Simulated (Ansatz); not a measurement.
## Resistivity from frozen vibrations: Au(111) with 4 thermally displaced layers, 2x2

Wanted: the phonon-limited resistivity of Au at 800 K by the Landauer route.

Main program and level: Ansatz 0.2.0; Ansatz plane-wave DFT, PBE, PAW files; ballistic transport by layer matching (Landauer), zero bias; PAW set soft_1.

### Step 1. Set-up

The cell holds 40 atoms: 40 Au. Cell: a = 5.768 Å, b = 5.768 Å, c = 23.605 Å, α = 93.5°, β = 86.5°, γ = 120.0°. It derives from Au. Regions: lead, 24 atoms (24 Au); scattering region, 16 atoms (16 Au). The structure is stacked along c, and the current runs across the ab planes.

### Step 2. With 4 displaced layers

Each atom of 4 layers is moved at random, by amounts drawn from a normal law 0.1474 Å wide in each direction from the Debye model (165 K) at 800 K. The layers about the cell's end stay perfect and serve as the lead. Disorder leaves little or no symmetry, which makes such runs dear. Energies from -0.05 to 0.05 eV in steps of 0.05 eV are too few for the program's thermal sum, so it prints no conductance; for a metal the transmission near the Fermi level serves, at a fraction of the cost.

File input.yaml:

```yaml
crystal:
  lattice:
    - [5.7675164607, 0.0, 0.0]
    - [-2.8837582304, 4.9948157718, 0.0]
    - [1.4418791152, -0.8324692953, 23.5457873532]
  atoms:
    - { symbol: Au, position: [0.9916666667, 0.0083333333, 0.05] }
    - { symbol: Au, position: [0.9916666667, 0.5083333333, 0.05] }
    - { symbol: Au, position: [0.4916666667, 0.0083333333, 0.05] }
    - { symbol: Au, position: [0.4916666667, 0.5083333333, 0.05] }
    - { symbol: Au, position: [0.1416666667, 0.3583333333, 0.15] }
    - { symbol: Au, position: [0.1416666667, 0.8583333333, 0.15] }
    - { symbol: Au, position: [0.6416666667, 0.3583333333, 0.15] }
    - { symbol: Au, position: [0.6416666667, 0.8583333333, 0.15] }
    - { symbol: Au, position: [0.2916666667, 0.2083333333, 0.25] }
    - { symbol: Au, position: [0.2916666667, 0.7083333333, 0.25] }
    - { symbol: Au, position: [0.7916666667, 0.2083333333, 0.25] }
    - { symbol: Au, position: [0.7916666667, 0.7083333333, 0.25] }
    - { symbol: Au, position: [0.9422626361, 0.0551023374, 0.3540099964] }
    - { symbol: Au, position: [0.936065157, 0.5428993769, 0.3522641218] }
    - { symbol: Au, position: [0.4897119019, 0.0855538419, 0.3455935729] }
    - { symbol: Au, position: [0.4000777553, 0.5399793178, 0.350258762] }
    - { symbol: Au, position: [0.0303044745, 0.4005750686, 0.4421987482] }
    - { symbol: Au, position: [0.065245814, 0.8919383997, 0.4480194915] }
    - { symbol: Au, position: [0.6177089604, 0.4389709808, 0.4491951822] }
    - { symbol: Au, position: [0.6164126779, 0.8890656645, 0.4522009748] }
    - { symbol: Au, position: [0.2669249134, 0.2603323853, 0.5453445911] }
    - { symbol: Au, position: [0.2111200318, 0.7450524681, 0.5513787483] }
    - { symbol: Au, position: [0.712937455, 0.2519929505, 0.5490030151] }
    - { symbol: Au, position: [0.7582891572, 0.7650402696, 0.5522251606] }
    - { symbol: Au, position: [0.8722221972, 0.1053256798, 0.6549088501] }
    - { symbol: Au, position: [0.9096805849, 0.5727494983, 0.6594794099] }
    - { symbol: Au, position: [0.4373254484, 0.1316712203, 0.6516558848] }
    - { symbol: Au, position: [0.4031144975, 0.6534153011, 0.6622741267] }
    - { symbol: Au, position: [0.0416666667, 0.4583333333, 0.75] }
    - { symbol: Au, position: [0.0416666667, 0.9583333333, 0.75] }
    - { symbol: Au, position: [0.5416666667, 0.4583333333, 0.75] }
    - { symbol: Au, position: [0.5416666667, 0.9583333333, 0.75] }
    - { symbol: Au, position: [0.1916666667, 0.3083333333, 0.85] }
    - { symbol: Au, position: [0.1916666667, 0.8083333333, 0.85] }
    - { symbol: Au, position: [0.6916666667, 0.3083333333, 0.85] }
    - { symbol: Au, position: [0.6916666667, 0.8083333333, 0.85] }
    - { symbol: Au, position: [0.8416666667, 0.1583333333, 0.95] }
    - { symbol: Au, position: [0.8416666667, 0.6583333333, 0.95] }
    - { symbol: Au, position: [0.3416666667, 0.1583333333, 0.95] }
    - { symbol: Au, position: [0.3416666667, 0.6583333333, 0.95] }
kpoints:
  mp_grid: { grid: [5, 5, 1] }
hamiltonian:
  xc: pbe
  pseudopotentials: { kind: paw, azcp: { folder: soft_1 } }
scf:
  occupations: { method: fermi_dirac, width: 0.1 }
output:
  transmission:
    leads: [[0, 4]]
    kmesh: [10, 10]
    e_range: [-0.05, 0.05]
    de: 0.05
  write_potential: true
  write_density: true
  volumetric_format: npy
  elf: true
```

Command:

```
$ ansatz run input.yaml --threads 4 --pin off --max-ram 15360MiB --backend cpu --events-out ev --progress --plain --runs-dir out
```

Numbers of over 12 decimals in the logs are rounded to 6 here.

Log:

```text
Engine: ansatz 0.2.0, aarch64-unknown-linux-gnu
Pseudopotentials: kind: paw
Pseudopotential: Au, paw, valence charge 19, recommended cutoff 420 eV (normal), soft_1/Au.paw.azcp
Functional definition: PBE
  parameter kappa = 0.804
  parameter beta = 0.066725
  exchange = pbe_x(kappa = kappa, mu = beta*pi^2/3)
  correlation = pbe_c(beta = beta)
Crystal: 40 atoms, lattice volume = 678.300 Å³
Basis set: ecut = 420 eV, 13321 PW (Γ)
Bands: 456, of which v1, the nominal top of the filled ones, is band 380 counted from 1 (379 counted from 0)
Symmetry: 1 space group operations
Space group: P1 (ITA 1), of the structure as read, at distance tolerance 8.8e-5 Å
k-points: 13 of 25 (time reversal used)
Non-local potential: Au, projectors of the file, l = 0: 3, l = 1: 2, l = 2: 2, l = 3: 1
PAW form: soft (Blöchl's): semilocal exchange-correlation on the pseudo side does not see the compensation charge
PAW one-centre angular grid: Au, 590 points (default); XC on 64 Gauss nodes
Initial density: superposition of atomic densities (chi_scale 0.1, normalization cell)
Initial wavefunctions: pseudopotential atomic-orbital guess
Functional: x = pbe(κ = 0.804, μ = 0.219515), c = pbe(β = 0.066725)
SCF iter   1: F=—  HF=-526052.413837 eV  |F-HF|=—  |Δ(HF+E_count)|=         —  Δρ=6.72e-2  dr2=3.35e1  ethr=3.10e-3  ⟨swp⟩=4.0  Hψ=17615  notcnv=0  defer=143
preconditioner: auto → Kerker (q_TF=auto, 2.781 Å⁻¹)  [metal: Δε(μ)=0.024 eV  Ē_g=10.218 eV  σ=0.100 eV  W_gap=0.06  n_scr=260 (ndim 8)  ℏωp=29.9 eV  f_vac=0.000  D(μ)=17.72/eV (n_scr^D=94)]
SCF iter   2: F=—  HF=-526044.430069 eV  |F-HF|=—  |Δ(HF+E_count)|=    7.98e0  Δρ=3.10e-2  dr2=6.90e0  ethr=3.10e-3  ⟨swp⟩=3.0  Hψ=9875  notcnv=0  defer=714
SCF iter   3: F=—  HF=-526042.488638 eV  |F-HF|=—  |Δ(HF+E_count)|=    1.94e0  Δρ=7.37e-3  dr2=2.30e-1  ethr=9.08e-4  ⟨swp⟩=2.0  Hψ=8255  notcnv=0  defer=714
SCF iter   4: F=—  HF=-526042.548618 eV  |F-HF|=—  |Δ(HF+E_count)|=   6.00e-2  Δρ=1.33e-3  dr2=1.08e-2  ethr=3.02e-5  ⟨swp⟩=2.3  Hψ=11780  notcnv=0  defer=714
SCF iter   5: F=—  HF=-526042.552165 eV  |F-HF|=—  |Δ(HF+E_count)|=   3.55e-3  Δρ=3.45e-4  dr2=1.25e-3  ethr=1.42e-6  ⟨swp⟩=2.1  Hψ=8236  notcnv=0  defer=714
SCF iter   6: F=—  HF=-526042.552264 eV  |F-HF|=—  |Δ(HF+E_count)|=   9.86e-5  Δρ=1.26e-4  dr2=2.87e-4  ethr=1.65e-7  ⟨swp⟩=2.5  Hψ=8428  notcnv=0  defer=714
SCF iter   7: F=—  HF=-526042.552217 eV  |F-HF|=—  |Δ(HF+E_count)|=   4.70e-5  Δρ=4.55e-5  dr2=2.50e-5  ethr=3.78e-8  ⟨swp⟩=2.0  Hψ=8056  notcnv=0  defer=714
SCF iter   8: F=—  HF=-526042.552580 eV  |F-HF|=—  |Δ(HF+E_count)|=   3.63e-4  Δρ=8.59e-6  dr2=1.96e-6  ethr=3.29e-9  ⟨swp⟩=2.2  Hψ=7986  notcnv=0  defer=714
SCF iter   9: F=—  HF=-526042.552579 eV  |F-HF|=—  |Δ(HF+E_count)|=   7.86e-8  Δρ=3.58e-6  dr2=4.45e-7  ethr=2.57e-10  ⟨swp⟩=2.0  Hψ=8136  notcnv=0  defer=714
SCF iter  10: F=-526042.552579 eV  HF=-526042.552579 eV  |F-HF|=4.26e-8  |Δ(HF+E_count)|=   2.57e-8  Δρ=1.60e-6  dr2=5.18e-8  ethr=1.32e-11  ⟨swp⟩=7.4  Hψ=24124  notcnv=0
SCF 1 converged in 10 iterations: F = -526042.552579 eV  dr2 = 5.18e-8
  greatest PAW one-centre occupation: 1.000 electrons in one spin orbital (limit 2), on the Au atom at site 11 (counted from 0), in its partial waves of l = 0
transmission: 162 of 1560 steps passed
transmission: 315 of 1560 steps passed
[...]
transmission: 1560 of 1560 steps passed
SCF converged after 10 iterations
Free energy (F): -526042.552579 eV
Harris-Foulkes:  -526042.552579 eV  (|F-HF|=4.26e-8)
Internal energy: -526042.084251 eV  (E = F + TS)
E sigma→0 (E₀):  -526042.318415 eV
Entropy (-TS):   -0.468329 eV (-11.708 meV/atom)
Fermi energy:    20.740201 eV
--- Per-component energies (eV) ---
  E_band       = -8259.138027
  E_kinetic    = 23161.739349
  E_local      = -69164.022311  (includes V_loc(G=0)·N_el)
  E_nonlocal   = 3922.947918
  E_hartree    = 30076.393208
  E_xc         = -8630.283187
  E_vxc        = -10484.243318  (∫ρ·V_xc dr)
  E_paw        = -389267.286175  (= ΣΔE_a)
  E_vpaw       = -15848.396217  (= ΣTr[D̂ρ^β])
  E_aug_tail   = 0.066901  (compensation charges beyond the density's cutoff)
  E_ewald      = -116141.639954
  E_smearing   = -0.468329  (= −TS)
  E_closure    = 0.000000  (closes the sum)
  Σ components = -526042.552579   (vs F -526042.552579, Δ=0.00e0)
--- Band table (eV; the first three rows and the last of 13) ---
  k-point 0: bands = [... 376 lower, 20.8348, 21.1758, 21.2384, 21.2645, 21.3012, 21.5034, 21.5834, 21.6282, ... 72 higher]
  k-point 1: bands = [... 376 lower, 20.3589, 20.4710, 20.5109, 20.6864, 20.7545, 20.8910, 20.9690, 21.0980, ... 72 higher]
  k-point 2: bands = [... 376 lower, 20.4910, 20.5263, 20.5661, 20.6631, 20.6975, 20.8089, 20.8961, 21.0970, ... 72 higher]
  k-point 12: bands = [... 376 lower, 19.5478, 20.2333, 20.3779, 20.6866, 20.7814, 20.8572, 21.2558, 22.2595, ... 72 higher]
--- Transmission ---
  basis      : 253 plane waves across, 30 finite elements along
  points     : 52, standing for a mesh of 10 x 10
  energies   : 3 from -0.050000 to 0.050000 eV about the Fermi level, 0.050000 eV apart; the leads are filled to 0.000000 eV, and channels, transmission and decay are at 0.000000 eV
  crystal 0  : Au4, at the sites [0, 4], period 2.3546 Å, over 14.13 Å; its Hamiltonian steps by up to 10.7 meV
    offset         : up to 0.0000 Å between an atom of the period and one for which it stands
    channels       : 3.210000e0 a spin
    conductance    : none, the energies end too early or step too widely for 300 K: set another output.transmission.e_range or a lower de, or, where they end at an eighth of basis.ecutwfc, a higher one
  junction   : crystal 0 to crystal 0, 0.70 to 21.89 Å
    transmission   : 2.945379e0 a spin
    conductance    : none, the energies end too early or step too widely for 300 K: set another output.transmission.e_range or a lower de, or, where they end at an eighth of basis.ecutwfc, a higher one
```

Run time: 14 min. Hardware: 4 threads of Arm Neoverse V1, shared host; peak memory 6.5 GiB.

Numbers from this step:

```
free energy                                    : -526042.5526 eV
energy at zero smearing                        : -526042.3184 eV
Fermi energy                                   : 20.74 eV
cell area                                      : 28.81 Å²
transmission per spin nearest the Fermi level  : 2.945
open channels per spin nearest the Fermi level : 3.21
step of the lead's potential                   : 10.7 meV
```

Per spin. Transmission, zone mean against energy, zero at the Fermi level:

```tsv
energy (eV)	transmission, zone mean
-0.0500	2.93
0.0000	2.95
0.0500	2.96
```

Per spin. The open channels, zone mean, lead stays at 3.21 for energy from -0.05 to 0.05 eV.

Transmission over k1 and k2. At 0.0000 eV from the Fermi level.

Values, 10 rows by 10 columns:
```
2.94 3.20 2.93 2.93 2.93 3.00 2.93 2.92 2.92 2.92
2.92 2.94 3.14 2.94 2.93 2.94 2.93 2.91 2.90 2.91
2.91 2.92 2.94 3.22 2.92 2.98 2.92 2.92 2.91 2.91
2.91 2.91 2.92 2.87 2.64 2.54 2.87 2.91 2.92 2.91
3.37 3.36 3.32 3.31 2.36 2.72 2.36 3.31 3.32 3.36
2.91 2.91 2.92 2.91 2.87 2.54 2.64 2.87 2.92 2.91
2.91 2.91 2.91 2.92 2.92 2.98 2.92 3.22 2.94 2.92
2.92 2.91 2.90 2.91 2.93 2.94 2.93 2.94 3.14 2.94
2.94 2.92 2.92 2.92 2.93 3.00 2.93 2.93 2.93 3.20
3.22 2.94 2.93 2.93 2.93 3.03 2.93 2.93 2.93 2.94
```
Columns: k1 (b1) from -0.5 to 0.4; rows upwards: k2 (b2) from -0.5 to 0.4.

Open channels over k1 and k2. At 0.0000 eV from the Fermi level.

Values, 10 rows by 10 columns:
```
3.00 4.00 3.00 3.00 3.00 4.00 3.00 3.00 3.00 3.00
3.00 3.00 4.00 3.00 3.00 4.00 3.00 3.00 3.00 3.00
3.00 3.00 3.00 4.00 3.00 4.00 3.00 3.00 3.00 3.00
3.00 3.00 3.00 3.00 3.00 3.00 3.00 3.00 3.00 3.00
4.00 4.00 4.00 4.00 3.00 3.00 3.00 4.00 4.00 4.00
3.00 3.00 3.00 3.00 3.00 3.00 3.00 3.00 3.00 3.00
3.00 3.00 3.00 3.00 3.00 4.00 3.00 4.00 3.00 3.00
3.00 3.00 3.00 3.00 3.00 4.00 3.00 3.00 4.00 3.00
3.00 3.00 3.00 3.00 3.00 4.00 3.00 3.00 3.00 4.00
4.00 3.00 3.00 3.00 3.00 4.00 3.00 3.00 3.00 3.00
```
Columns: k1 (b1) from -0.5 to 0.4; rows upwards: k2 (b2) from -0.5 to 0.4.

Valence density in the cb plane at fractional x = 0.030, with atoms of Au within 0.2 Å of it. It is the smooth field of the valence electrons, not physical close to the nuclei.

Values in units of 1e0 e/Å³, 8 rows by 16 columns, each cell a mean:
```
0.9 0.2 0.3 0.2 0.6 0.4 5.7 5.3 0.3 0.3 0.1 0.1 0.2 4.6 7.9 0.4
2.3 0.3 0.3 0.1 0.3 0.3 4.4 3.6 0.3 0.5 0.2 0.4 0.5 1.0 1.4 0.3
0.6 0.2 0.3 0.3 3.3 1.1 0.5 0.4 0.3 1.0 0.3 2.3 2.2 0.3 0.4 0.3
0.2 0.2 0.3 0.5 4.8 1.5 1.9 1.2 0.2 0.5 0.2 1.6 1.4 2.5 4.8 0.3
0.9 0.2 0.3 0.2 0.8 0.6 8.7 4.6 0.2 0.2 0.1 0.3 0.3 4.7 7.9 0.4
2.3 0.3 0.3 0.2 0.4 0.5 4.1 1.9 0.2 0.2 0.1 0.6 0.5 0.9 1.3 0.3
0.6 0.2 0.3 0.3 3.9 1.5 0.3 0.2 0.2 0.3 0.2 1.4 0.9 0.3 0.4 0.3
0.2 0.2 0.3 0.4 4.8 1.6 0.8 0.8 0.2 0.3 0.2 0.4 0.4 2.5 4.7 0.3
```
Columns run along c (16.0 Å, from fractional 0.16 to 0.84 of the cell), rows up along b (5.8 Å). Atoms in or near the plane, at fractional coordinates: Au at (0.44, 0.40), Au at (0.45, 0.89), Au at (0.75, 0.46), Au at (0.75, 0.96).

ELF in the cb plane at fractional x = 0.030, with atoms of Au within 0.2 Å of it. It is the smooth field of the valence electrons, not physical close to the nuclei.

Ten even steps from '0' (0.12) to '9' (0.76), each cell a mean:
```
32101111001333212567641111110000001246996311
53111111000111113589641111110000011135775311
54211111000111113577631111111001121124543111
54211111001233212355421122221013443111221112
32101111112455421122110123321124554211111112
11000111113566521111100123321124554212332111
10000111113566422344310122211124543224665211
21001111112454323566521111110012322236986311
43111111001222124698631111100001111146886311
54211111000111124687531000000001111135654211
54211111000122113555310001000012332112332112
53111111001344321222100011110124543111111112
21001111113566531111000112110124543111221112
10000111113566531111110111110023332123554211
10000111112565421244421111110001111135775311
```
Columns run along c (16.0 Å, from fractional 0.16 to 0.84 of the cell), rows up along b (5.8 Å). Atoms in or near the plane, at fractional coordinates: Au at (0.44, 0.40), Au at (0.45, 0.89), Au at (0.75, 0.46), Au at (0.75, 0.96).

Electrostatic potential energy in the cb plane at fractional x = 0.030, with atoms of Au within 0.2 Å of it. With pseudopotentials it is smooth inside the atoms' cores, unlike the true potential.

Ten even steps from '0' (-27 eV) to '9' (24 eV), each cell a mean:
```
78999999999766897300159999999999999840001599
36899999999999996100048999999999999961002799
14899889999999997200159999999999989985346998
25899999999877898533589987789997557998889998
68999999998422589888899976679984224899999998
99999999996200379988999976689973114787667999
99999999996200378645799988899985336873113799
89999999998534686100379999999998778850001599
57999999999878884000169999999999999850001699
15899989999999984000279999999999899973114899
15899999999988887322689999999997678997668998
37999999999644688878999999999985347999999998
89999999997200379999999998999985357999888998
99999999996100279998999999999987678985335899
99999999997312488754689999999999999961001699
```
Columns run along c (16.0 Å, from fractional 0.16 to 0.84 of the cell; values clipped at the 3rd and 97th percentile), rows up along b (5.8 Å). Atoms in or near the plane, at fractional coordinates: Au at (0.44, 0.40), Au at (0.45, 0.89), Au at (0.75, 0.46), Au at (0.75, 0.96).

Over the solved energies the transmission per spin lies between 2.93 and 2.96, out of 3.21 channels of the lead on average (up to 3.21).

(Continued in part 2 of 2.)

[Logs are printed without paths, hosts, clocks, repeated set-up lines and the standing remarks that a program may print on its own settings, such as how far it seeks lower states.]

[Hosts, paths, dates, database ids (printed as entryN), source tags and the programs' standing remarks are cut or masked in the printed files.]
